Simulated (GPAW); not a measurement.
**SiC (P6_3mc): refractive index against wavelength**

The refractive index of SiC (P6_3mc) along x below the direct gap (3.97 eV on the mesh) is read from one computed spectrum, n = √(Re ε). x, y and z are the Cartesian axes of the input cell.

The structure is hexagonal, space group P6_3mc (No. 186). Conventional cell: a = 3.076 Å, b = 3.076 Å, c = 5.048 Å, α = 90.00°, β = 90.00°, γ = 120.00°. Si on site b is surrounded by 4 C at 1.87 to 1.94 Å. Around C on site b lie 4 Si at 1.87 to 1.94 Å.

Method: GPAW 26.7.0, LDA, RPA, k-mesh 12×12×6, local fields up to 80 eV, Lorentzian half width 0.1 eV.

Launch of the response step: `OMP_NUM_THREADS=1 python df.py`. The run took 66 s, its band step included, on 1 thread of Arm Neoverse V1, on a shared host.

| wavelength (nm) | photon energy E (eV) | n |
| --- | --- | --- |
| 1310 | 0.946 | 2.5998 |
| 1064 | 1.165 | 2.6095 |
| 850 | 1.459 | 2.6261 |
| 700 | 1.771 | 2.6486 |
| 633 | 1.959 | 2.6647 |
| 532 | 2.331 | 2.7033 |
| 450 | 2.755 | ? |

In the single-oscillator model n² − 1 = E₀E_d/(E₀² − E²), so 1/(n² − 1) = E₀/E_d − E²/(E₀E_d) is linear in E².

Working, on the rows shown:

| x = E² (eV²) | y = 1/(n² − 1) |
| --- | --- |
| 0.895757 | 0.173642 |
| 1.35784 | 0.172132 |
| 2.12762 | 0.169595 |
| 3.13716 | 0.166249 |
| 3.83641 | 0.163918 |
| 5.43137 | 0.158533 |

Means: x̄ = 2.7977, ȳ = 0.16734. Σ(x − x̄)(y − ȳ) = -0.04752, Σ(x − x̄)² = 14.27. Slope = -0.04752 / 14.27 = -0.00333; intercept = ȳ − slope · x̄ = 0.17666. Turned back into n, the line misses the rows shown by at most 0.00031.

Question: Fill in the last column of the withheld row.

Answer: At x = 7.5912 the line gives y = 0.15138, that is 2.7579. The run gave 2.7600, so the extrapolation is off by 0.0021, 1.3 % of the range in the table.

Refitted with all rows, the slope is -0.003363 and the intercept 0.17674. These give E₀ = √(intercept/−slope) = 7.25 eV and E_d = E₀/intercept = 41.0 eV; E₀ is 1.8 times the direct gap. The electronic limit at long wavelengths, without lattice vibrations, is n = √(1 + 1/intercept) = 2.580. Excitons are left out; LDA gaps are as a rule too small. The values come from a sum over the points of one k-mesh and carry its error, which grows as the direct gap shrinks.
